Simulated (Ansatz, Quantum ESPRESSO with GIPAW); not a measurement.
**Shieldings and field gradients in BN**

The task is to compute the NMR parameters of BN site by site.

Calculated with Quantum ESPRESSO with GIPAW 8.0dev (patched build); DFT, PBE, plane-wave PAW (pslibrary 1.0.0 recipes), scalar-relativistic, GIPAW; a patched development version of the program.

The database entry behind the starting cell differs from later determinations by our own check (about 0.3 % short, minor phase), so it need not match the best structure at ambient conditions.

### Step 1. Set-up

Symmetry: P6_3/mmc, No. 194, hexagonal system. The conventional cell has a = 2.498 Å, b = 2.498 Å, c = 6.636 Å, α = 90.00°, β = 90.00°, γ = 120.00°. Nearest to N lie 3 B at 1.44 Å. Nearest to B lie 3 N at 1.44 Å. Farther neighbours and most contacts between anions are not listed.

The cell is an entry of the Crystallography Open Database; it need not be the form that is stable at ambient conditions.

### Step 2. Self-consistent run

The shielding is a linear response of the occupied states, which this run provides. It is converged far beyond what an energy needs, since the response uses the wavefunctions themselves. No empty states are asked for: the response is solved without them. The mesh has a spacing of 0.32 Å⁻¹ at most. The PAW files were made with ld1.x from the pslibrary 1.0.0 recipes, with GIPAW reconstruction switched on.

File run_scf.py:

```python
from ase import Atoms
from ase.calculators.espresso import Espresso, EspressoProfile

atoms = Atoms(
    ['N', 'N', 'B', 'B'],
    cell=[
        [2.49824000, 0.00000000, 0.00000000],
        [-1.24912000, 2.16353930, 0.00000000],
        [0.00000000, 0.00000000, 6.63570000],
    ],
    scaled_positions=[
        [0.66666667, 0.33333333, 0.25000000],
        [0.33333333, 0.66666667, 0.75000000],
        [0.66666667, 0.33333333, 0.75000000],
        [0.33333333, 0.66666667, 0.25000000],
    ],
    pbc=True,
)
atoms.calc = Espresso(
    profile=EspressoProfile(command='mpirun -np 4 pw.x -nk 4', pseudo_dir='./'),
    pseudopotentials={
        'N': 'N.pbe-n-kjpaw_psl.1.0.0-gipaw.UPF',
        'B': 'B.pbe-n-kjpaw_psl.1.0.0-gipaw.UPF',
    },
    input_data={
        'control': {'calculation': 'scf', 'prefix': 'x', 'outdir': './tmp/'},
        'system': {'ecutwfc': 55, 'ecutrho': 340, 'nbnd': 8},
        'electrons': {'conv_thr': 1.0e-10, 'mixing_beta': 0.7, 'electron_maxstep': 100},
    },
    kpts=(10, 10, 3),
    koffset=(0, 0, 0),
)
print('energy', atoms.get_potential_energy(), 'eV')
```

ASE writes espresso.pwi from it and starts pw.x, whose log goes to espresso.pwo.

File espresso.pwi:

```
&CONTROL
   calculation      = 'scf'
   outdir           = './tmp/'
   prefix           = 'x'
   pseudo_dir       = './'
/
&SYSTEM
   nbnd             = 8
   ecutwfc          = 55
   ecutrho          = 340
   ntyp             = 2
   nat              = 4
   ibrav            = 0
/
&ELECTRONS
   electron_maxstep = 100
   conv_thr         = 1e-10
   mixing_beta      = 0.7
/
&IONS
/
&CELL
/
&FCP
/
&RISM
/
ATOMIC_SPECIES
N 14.007 N.pbe-n-kjpaw_psl.1.0.0-gipaw.UPF
B 10.81 B.pbe-n-kjpaw_psl.1.0.0-gipaw.UPF

K_POINTS automatic
10 10 3  0 0 0

CELL_PARAMETERS angstrom
2.49824000000000 0.00000000000000 0.00000000000000
-1.24912000000000 2.16353930000000 0.00000000000000
0.00000000000000 0.00000000000000 6.63570000000000

ATOMIC_POSITIONS angstrom
N 1.2491200125 0.7211797595 1.6589250000  
N -0.0000000125 1.4423595405 4.9767750000  
B 1.2491200125 0.7211797595 4.9767750000  
B -0.0000000125 1.4423595405 1.6589250000
```

Run with:

```console
> python run_scf.py
```

Log:

```text
Warning: card &CELL ignored
Warning: card &FCP ignored
Warning: card &RISM ignored

     using ibrav=0 with symmetry is DISCOURAGED, use correct ibrav instead

     bravais-lattice index     =            0
     lattice parameter (alat)  =       4.7210  a.u.
     unit-cell volume          =     242.0373 (a.u.)^3
     number of atoms/cell      =            4
     number of atomic types    =            2
     number of electrons       =        16.00
     number of Kohn-Sham states=            8
     kinetic-energy cutoff     =      55.0000  Ry
     charge density cutoff     =     340.0000  Ry
     scf convergence threshold =      1.0E-10
     mixing beta               =       0.7000
     number of iterations used =            8  plain     mixing
     Exchange-correlation= SLA-PW-PBX-PBC
                           (   1   4   3   4   0   0   0)
[...]
N                 5.00    14.00700     N ( 1.00)
     B                 3.00    10.81000     B ( 1.00)

     24 Sym. Ops., with inversion, found (12 have fractional translation)
[...]
number of k points=    28
[...]
Dense  grid:    25543 G-vectors     FFT dimensions: (  27,  27,  80)

     Smooth grid:    13319 G-vectors     FFT dimensions: (  24,  24,  60)

     Check: negative core charge=   -0.000006

     Initial potential from superposition of free atoms

     starting charge      15.9994, renormalised to      16.0000
     Starting wfcs are   16 randomized atomic wfcs

     Self-consistent Calculation

     iteration #  1     ecut=    55.00 Ry     beta= 0.70
     Davidson diagonalization with overlap
     ethr =  1.00E-02,  avg # of iterations =  2.0

     total energy              =     -79.44927104 Ry
     estimated scf accuracy    <       0.79801846 Ry

     iteration #  2     ecut=    55.00 Ry     beta= 0.70
     Davidson diagonalization with overlap
     ethr =  4.99E-03,  avg # of iterations =  2.8

     total energy              =     -79.67851734 Ry
     estimated scf accuracy    <       0.31350107 Ry

     iteration #  3     ecut=    55.00 Ry     beta= 0.70
     Davidson diagonalization with overlap
     ethr =  1.96E-03,  avg # of iterations =  2.0

     total energy              =     -79.71863090 Ry
     estimated scf accuracy    <       0.00670451 Ry

[...]
total energy              =     -79.72371476 Ry
[...]
iteration # 16     ecut=    55.00 Ry     beta= 0.70
     Davidson diagonalization with overlap
     ethr =  7.16E-12,  avg # of iterations =  2.5

     total energy              =     -79.72371476 Ry
     estimated scf accuracy    <          1.2E-10 Ry

     iteration # 17     ecut=    55.00 Ry     beta= 0.70
     Davidson diagonalization with overlap
     ethr =  7.29E-13,  avg # of iterations =  2.0

     End of self-consistent calculation
     [one-electron energies left out]

!    total energy              =     -79.72371476 Ry
     total all-electron energy =      -318.799989 Ry
     estimated scf accuracy    <          3.4E-14 Ry

     The total energy is the sum of the following terms:
     one-electron contribution =     -15.42339549 Ry
     hartree contribution      =      16.48580015 Ry
     xc contribution           =     -17.68184589 Ry
     ewald contribution        =     -36.74426614 Ry
     one-center paw contrib.   =     -26.36000739 Ry

     convergence has been achieved in  17 iterations
[...]
JOB DONE.
```

Elapsed: 4.9 s, on 4 MPI ranks of Arm Neoverse V2, shared host; peak memory 0.32 GiB; 18 s of CPU time.

It converged in 17 cycles to an estimated accuracy of 3e-14 Ry, on 28 irreducible k-points.

### Step 3. GIPAW: job nmr

A uniform field breaks periodicity, so gipaw.x applies it as a wave of small q and takes the limit. It solves for the first-order states, builds the induced current and gets the field at each nucleus by Biot–Savart; the PAW spheres add what the smooth waves miss near the nuclei. pawproj makes the reconstruction use the PAW data sets' own projectors.

File nmr.in:

```
&inputgipaw
  job = 'nmr'
  prefix = 'x'
  tmp_dir = './tmp/'
  restart_mode = 'from_scratch'
  verbosity = 'low'
  q_gipaw = 0.01
  spline_ps = .true.
  conv_threshold = 1.0d-14
  use_nmr_macroscopic_shape = .false.
  pawproj(1) = .true.
  pawproj(2) = .true.
/
```

Run with:

```console
> mpirun -np 4 gipaw.x -in nmr.in > nmr.out
```

Log:

```text
[banner, memory and clock lines left out]
[a note of our patched build left out]

     Parallelizing q-star over 1 images

     IMPORTANT: XC functional enforced from input :
     Exchange-correlation= PBE
                           (   1   4   3   4   0   0   0)
     Any further DFT definition will be discarded
     Please, verify this is what you really want

     Check: negative core charge=   -0.000006
[...]
WARNING: some symmetry operations do not permute x, y and z, so the susceptibility and the shape term are
     wrong: all shieldings move alike (in wurtzite BN nosym gave 13 and 6 ppm more at 3 and 6 points an axis).
     Run pw.x with nosym, and raise the mesh until the susceptibility stays

     alpha_pv=     35.7826 eV

     spline_ps is .false., expect some extrapolation errors

     q-space interpolation up to    66.00 Rydberg

     GIPAW job: nmr
     NMR macroscopic correction: no
[...]
Computing the magnetic susceptibility     isolve=0    ethr=  0.1000E-13
     Starting from scratch
     k-point #    1 of    28      pool #  1    cpu time:       0.3
[...]
End of magnetic susceptibility calculation

     f-sum rule (1st term):
           -15.5897          0.0000          0.0000
             0.0000        -15.5897          0.0000
             0.0000          0.0000        -15.5805

     f-sum rule (2nd term):
            -0.2190         -0.0000          0.0000
            -0.0000         -0.2190         -0.0000
             0.0000         -0.0000         -0.2291

     f-sum rule (should be   -15.8077):
           -15.8087          0.0000          0.0000
             0.0000        -15.8087          0.0000
             0.0000         -0.0000        -15.8096

[... susceptibilities left out ...]
     Contributions to the NMR chemical shifts: -------------------------------

     Macroscopic shape contribution in ppm:                    0.00
             0.0000          0.0000          0.0000
             0.0000          0.0000          0.0000
             0.0000          0.0000          0.0000

     Core contribution in ppm:

     Atom  1  N   pos: (  0.500000  0.288675  0.664037)  core sigma:         235.78
     Atom  2  N   pos: ( -0.000000  0.577350  1.992112)  core sigma:         235.78
     Atom  3  B   pos: (  0.500000  0.288675  1.992112)  core sigma:         165.26
     Atom  4  B   pos: ( -0.000000  0.577350  0.664037)  core sigma:         165.26

     Bare contribution in ppm:

     Atom  1  N   pos: (  0.500000  0.288675  0.664037)  bare sigma:           0.70
[...]
Atom  2  N   pos: ( -0.000000  0.577350  1.992112)  bare sigma:           0.70
[...]
Atom  3  B   pos: (  0.500000  0.288675  1.992112)  bare sigma:         -64.20
[...]
Atom  4  B   pos: ( -0.000000  0.577350  0.664037)  bare sigma:         -64.20
[...]
Diamagnetic contribution in ppm:

     Atom  1  N   pos: (  0.500000  0.288675  0.664037)  dia sigma:           7.25
[...]
Atom  2  N   pos: ( -0.000000  0.577350  1.992112)  dia sigma:           7.25
[...]
Atom  3  B   pos: (  0.500000  0.288675  1.992112)  dia sigma:           3.42
[...]
Atom  4  B   pos: ( -0.000000  0.577350  0.664037)  dia sigma:           3.42
[...]
Paramagnetic contribution in ppm:

     Atom  1  N   pos: (  0.500000  0.288675  0.664037)  para sigma:         -85.52
[...]
Atom  2  N   pos: ( -0.000000  0.577350  1.992112)  para sigma:         -85.52
[...]
Atom  3  B   pos: (  0.500000  0.288675  1.992112)  para sigma:         -42.24
[...]
Atom  4  B   pos: ( -0.000000  0.577350  0.664037)  para sigma:         -42.24
[...]
Paramagnetic US occ-occ contribution in ppm:

     Atom  1  N   pos: (  0.500000  0.288675  0.664037)  para_oo sigma:          -0.40
[...]
Atom  2  N   pos: ( -0.000000  0.577350  1.992112)  para_oo sigma:          -0.40
[...]
Atom  3  B   pos: (  0.500000  0.288675  1.992112)  para_oo sigma:          -0.29
[...]
Atom  4  B   pos: ( -0.000000  0.577350  0.664037)  para_oo sigma:          -0.29
[...]
Paramagnetic US L_R Q_R contribution in ppm:

     Atom  1  N   pos: (  0.500000  0.288675  0.664037)  para_lq sigma:         -49.25
[...]
Atom  2  N   pos: ( -0.000000  0.577350  1.992112)  para_lq sigma:         -49.25
[...]
Atom  3  B   pos: (  0.500000  0.288675  1.992112)  para_lq sigma:          -3.66
[...]
Atom  4  B   pos: ( -0.000000  0.577350  0.664037)  para_lq sigma:          -3.66
[...]
Total NMR chemical shifts in ppm: ---------------------------------------
     (adopting the Simpson convention for anisotropy and asymmetry)-----------

     Atom  1  N   pos: (  0.500000  0.288675  0.664037)  Total sigma:         108.55
            35.0435         -0.0000          0.0000
            -0.0000         35.0435          0.0000
             0.0000          0.0000        255.5576

     N       1    anisotropy:    220.51    eta:    0.0000
[...]
Atom  2  N   pos: ( -0.000000  0.577350  1.992112)  Total sigma:         108.55
[... its tensor is left out ...]
     Atom  3  B   pos: (  0.500000  0.288675  1.992112)  Total sigma:          58.30
            45.5230          0.0000          0.0000
             0.0000         45.5230          0.0000
             0.0000          0.0000         83.8404

     B       3    anisotropy:     38.32    eta:    0.0000
[...]
Atom  4  B   pos: ( -0.000000  0.577350  0.664037)  Total sigma:          58.30
[... its tensor is left out ...]
```

It took 31 s on 4 MPI ranks; peak memory 0.21 GiB.

The f-sum rule is met to 0.0019 of 15.8 (0.01 %). Converged shieldings require that this miss be small, but a small miss does not prove them. gipaw.x warns that with these symmetry operations the susceptibility and the shape term are unreliable; the other terms are not touched.

From the symmetric part of each tensor, with principal values σ11 ≤ σ22 ≤ σ33: σ_iso is their mean, the span is σ33 − σ11 and the skew 3(σ_iso − σ22)/span. (gipaw.x prints an anisotropy in another convention.)

| site | atom no. | atoms in cell | σ_iso (ppm) | span (ppm) | skew |
| --- | --- | --- | --- | --- | --- |
| N | 1 | 2 | 108.5 | 220.5 | 1.00 |
| B | 3 | 2 | 58.3 | 38.3 | 1.00 |

The macroscopic shape term is switched off. For a spherical sample the valence susceptibility of this run would add about 7 ppm to every site, a rough estimate, since the susceptibility converges slowly and lacks part of the PAW terms, above all in hexagonal and trigonal cells. Differences within the crystal don't depend on it, but shieldings of different compounds can't be compared to better than a few ppm without it.

An axis of order three or more runs through N and B, so two principal values coincide and the skew is ±1. In this run the largest span is that of N (site symmetry -6m2), with principal values 35.0, 35.0 and 255.6 ppm.

### Step 4. Field gradients

11B and 14N have a quadrupole moment, which couples to the field gradient and broadens the lines. The gradient is a property of the ground-state density and needs no response; it is taken from a second code that counts the whole PAW charge. C_Q = eQV_zz/h, with Q = 0.04059 barn for 11B, 0.02044 barn for 14N.

This step: DFT, PBE, plane-wave PAW, default files (PAW set soft_2), scalar-relativistic, field gradients (Ansatz 0.2.0), on the same atoms.

The gradients were asked for in a first single point on this cell, whose log ends:

```text
[... set-up, SCF cycles and energies left out ...]
--- PAW observables at the nuclei: V_zz in 10²¹ V/m², potentials from the cell's mean, atoms counted from 1 ---
  atom   1  N  V_zz =    -0.261883   η = 0.0000   by run symmetry: allowed   C_q = -0.1294 MHz
  atom   2  N  V_zz =    -0.261883   η = 0.0000   by run symmetry: allowed   C_q = -0.1294 MHz
  atom   3  B  V_zz =    +2.831260   η = 0.0000   by run symmetry: allowed   C_q = +2.7788 MHz
  atom   4  B  V_zz =    +2.831260   η = 0.0000   by run symmetry: allowed   C_q = +2.7788 MHz
[the lines on potentials at the nuclei are left out]
```

The job ended after 0.95 s (4 threads of Arm Neoverse V2, shared host; peak memory 0.28 GiB).

gipaw.x (job efg) gives them too, in 0.88 s; on PAW files it lacks the augmentation charge of neighbouring atoms. V_zz in 10²¹ V/m²:

| site | Ansatz | gipaw.x | η_Q, first | η_Q, second |
| --- | --- | --- | --- | --- |
| N | -0.262 | 0.222 | 0.00 | 0.00 |
| B | 2.831 | 3.284 | 0.00 | 0.00 |

Among gradients over 0.05 the ratio is farthest from one on N, even in sign; the first column is used below.

Among nuclei of half-integer spin the second-order effect is largest for 11B on B (spin 3/2, C_Q 2.78 MHz): at 9.4 T it moves the centre of gravity of the MAS line by -12 ppm from δ_iso, and by a quarter of that at twice the field, by δ_Q = −(3/40)(C_Q/ν0)²(1 + η²/3)[I(I+1) − 3/4]/[I²(2I−1)²] × 10⁶ ppm with ν0 = 128.4 MHz.

### Step 5. Sites, surroundings and shifts

Covalently bonded atoms count as neighbours within 1.18 times the sum of their radii. Otherwise a cation's neighbours lie within 1.2 times its shortest bond (1.3 for large cations, each anion's radius taken off where they differ), and an anion's are the cations that count it.

| site | atom no. | atoms in cell | surroundings | bonds (Å) | σ_iso (ppm) | C_Q (MHz) | η_Q |
| --- | --- | --- | --- | --- | --- | --- | --- |
| N | 1 | 2 | bound to B3 | 1.442 | 108.5 | -0.13 | 0.00 |
| B | 3 | 2 | BN3 | 1.442 | 58.3 | 2.78 | 0.00 |

Simulated spectrum: 11B static powder, 11.7 T (159.9 MHz), central transition to second order, lines broadened by 1.3 ppm; the axis counts ppm from the isotropic position of B, as −Δσ; rigid lattice, with dipolar and J couplings and satellite transitions left out.

(offset (ppm), intensity): (34.6, 0.00), (32.1, 0.00), (29.7, 0.01), (27.2, 0.42), (26.5, 0.71), (25.0, 0.41), (22.5, 0.27), (20.1, 0.22), (17.8, 0.19), (15.4, 0.17), (12.9, 0.16), (10.7, 0.15), (8.2, 0.14), (5.8, 0.14), (3.4, 0.13), (1.1, 0.13), (-1.3, 0.13), (-3.8, 0.13), (-6.0, 0.13), (-8.5, 0.13), (-10.9, 0.13), (-13.2, 0.13), (-15.6, 0.13), (-18.1, 0.13), (-20.5, 0.14), (-22.8, 0.14), (-25.2, 0.18), (-27.7, 0.27), (-29.9, 0.32), (-32.4, 0.39), (-34.8, 0.61), (-36.1, 1.00), (-37.1, 0.43), (-39.5, 0.01), (-41.9, 0.00), (-44.2, 0.00)

Most prominent maxima (ppm: height): 26.5: 0.71, -36.1: 1.00.

Simulated spectrum: 15N MAS at 15 kHz, 14.1 T (60.9 MHz), lines broadened by 1.2 ppm; the axis counts ppm from the isotropic position of N, as −Δσ; rigid lattice, with dipolar and J couplings left out. Lines over 1.5 % of the strongest (ppm: area): 246.4: 0.03, 0.0: 1.00, -246.4: 0.02. Spinning sidebands lie 246.4 ppm apart.

### Step 6. Cost against result

Each row names what was changed: another functional shows how far the paramagnetic term hangs on the exchange-correlation form; another cutoff tests the basis; another mesh tests the sampling of the zone.

Changes of σ_iso (ppm) against the run above (PBE, cutoffs 55 and 340 Ry, mesh 10×10×3, 2.4 min). Times are CPU times of pw.x and gipaw.x together, on 4 MPI ranks of Arm Neoverse V2, shared host; on a shared host they are rough. A run is marked as doubtful where the f-sum miss passes 0.015 electrons, or that much for each three atoms in larger cells (with Tl, Pb, Hg, Bi or Sn a third of that, or a mesh spacing over 0.26 Å⁻¹), or where the susceptibility is unphysically large.

| run | CPU time | f-sum miss | N | B |
| --- | --- | --- | --- | --- |
| LDA | 2.3 min | 0.0024 | -9.4 | -3.6 |
| cutoffs 40 and 340 Ry (coarse on purpose) | 83 s | 0.0063 | -0.2 | -0.1 |
| mesh 6×6×2 (marked) | 74 s | 0.023 | -0.8 | -0.2 |
| Wu-Cohen | 2.4 min | 0.0022 | -2.7 | -0.1 |
| cutoffs 70 and 420 Ry | 2.8 min | 0.0015 | -0.0 | +0.3 |

The largest move is -9.4 ppm, on N, from LDA.

### Step 7. Outcome

- 11B shielding without shape term: 58.3 ppm
- 11B size of C_Q: 2.78 MHz
- 15N shielding without shape term: 108.5 ppm
- 14N size of C_Q: 0.13 MHz

11B has one site (BN3), with isotropic shielding 58.3 ppm (shape term left out) and C_Q 2.78 MHz. A shift needs a reference, δ = σ_ref − σ, fixed on measured compounds; for 11B of this kind at this level too few were at hand, or they scattered too widely about a line, so none is given. Going to cutoffs 70 and 420 Ry changes no isotropic shielding by more than 0.29 ppm, so the main run is converged in that respect. A finer mesh was not carried through on these files. The cheaper run with cutoffs 40 and 340 Ry takes about 60 % of the time and is off by 0.14 ppm on B, and by 0.2 ppm at most. The largest change with the functional is 9.4 ppm in absolute shielding; part of that drops out once each functional has its own reference line. This build of gipaw.x prints that it is not audited and that its numbers are no references by themselves. It also reports spline_ps as false although the input sets it; why was not traced.

[Banner, clock, file and message-heading lines were taken out of the pw.x and gipaw.x logs.]

[Logs are printed without paths, hosts, clocks, repeated set-up lines and the standing remarks that a program may print on its own settings, such as how far it seeks lower states.]

[Hosts, paths, dates, database ids (printed as entryN), source tags and the programs' standing remarks are cut or masked in the printed files.]

[Where no reference line passes its bar on scatter, no shift is given, so a measured shift of this compound may stand uncompared.]
